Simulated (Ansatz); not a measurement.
# Time against size: aqueous Cs+ and F-, 4.0 mol of salt per kg of water on CaO(100) at 400 K (152 atoms) repeated, support functions

The cell holds 152 atoms: 32 Ca, 60 O, 56 H, 2 Cs and 2 F. Its edges and angles: a = 9.620 Å, b = 9.620 Å, c = 19.647 Å, α = 90.0°, β = 90.0°, γ = 90.0°. It derives from CaO (CaO(100), 4 layers, 2 x 2 surface cells, a = 4.81 A). 28 H2O, 2 Cs+, 2 F- placed at random, at 1.48 g/cm³, on a fixed slab of CaO(100), 4 layers, 2 x 2 surface cells, a = 4.81 Å, filling the gap to the slab's periodic image; overlaps pushed apart, then 10 ps at 420 K with Joung-Cheatham ions (J. Phys. Chem. B 112, 9020 (2008)); SPC/E water (Berendsen, Grigera and Straatsma, J. Phys. Chem. 91, 6269 (1987)); UFF radii (Rappe et al., J. Am. Chem. Soc. 114, 10024 (1992)) and scaled formal charges on the fixed solid; charges of ions scaled by 0.85. Snapshot after 20 ps at 400 K and fixed volume. Regions: solid, 64 atoms (32 Ca and 32 O); liquid, 88 atoms (28 O, 56 H, 2 Cs and 2 F).

Calculated with Ansatz 0.2.0: Kohn-Sham DFT, PBE+D3(BJ), PAW (set soft_1), localised support functions (medium); the typed cell is repeated and solved at Γ on 1 × NVIDIA GB200 with 32 threads of Arm Neoverse V2, shared host.

| atoms | wall time (s) | repeats | SCF cycles |
| --- | --- | --- | --- |
| 152 | 6.11 | 1×1×1 | 41 |
| 608 | 18.21 | 2×2×1 | 39 |
| 1368 | ? | ? | ? |
| 4864 | 444.9 | 4×4×2 | 38 |

**Question.** Fit a power law of the atom count to the rows given and interpolate to the withheld row.

**Working.**

A power law y = A x^b is a line in u = ln x and v = ln y.

| u = ln x | v = ln y |
| --- | --- |
| 5.02388 | 1.80993 |
| 6.41017 | 2.90197 |
| 8.48962 | 6.09792 |

With n = 3: mean u = 6.64122, mean v = 3.60327, Σ(u − ū)² = 6.0857, Σ(u − ū)(v − v̄) = 7.6736. Slope b = 7.6736 / 6.0857 = 1.2609; intercept a = v̄ − b ū = -4.7707.

At the withheld row u = 7.221, v = a + b u = 4.334, and y = exp(v).

Prediction at 1368: 76.28 s. The run gave 44.41 s, so the fit is high by 32 s (72 % of the value).

The fitted exponent is 1.3. Between neighbouring rows, the withheld one included, the exponents are 0.79, 1.1 and 1.8, so one power law doesn't hold over the range. Among the rows given, the largest relative miss of the fit is at 608, by 9.2 s (51 %).

Limits: One run a row; fixed overheads weigh on the small cells.

[Hosts, paths, dates, database ids (printed as entryN), source tags and the programs' standing remarks are cut or masked in the printed files.]
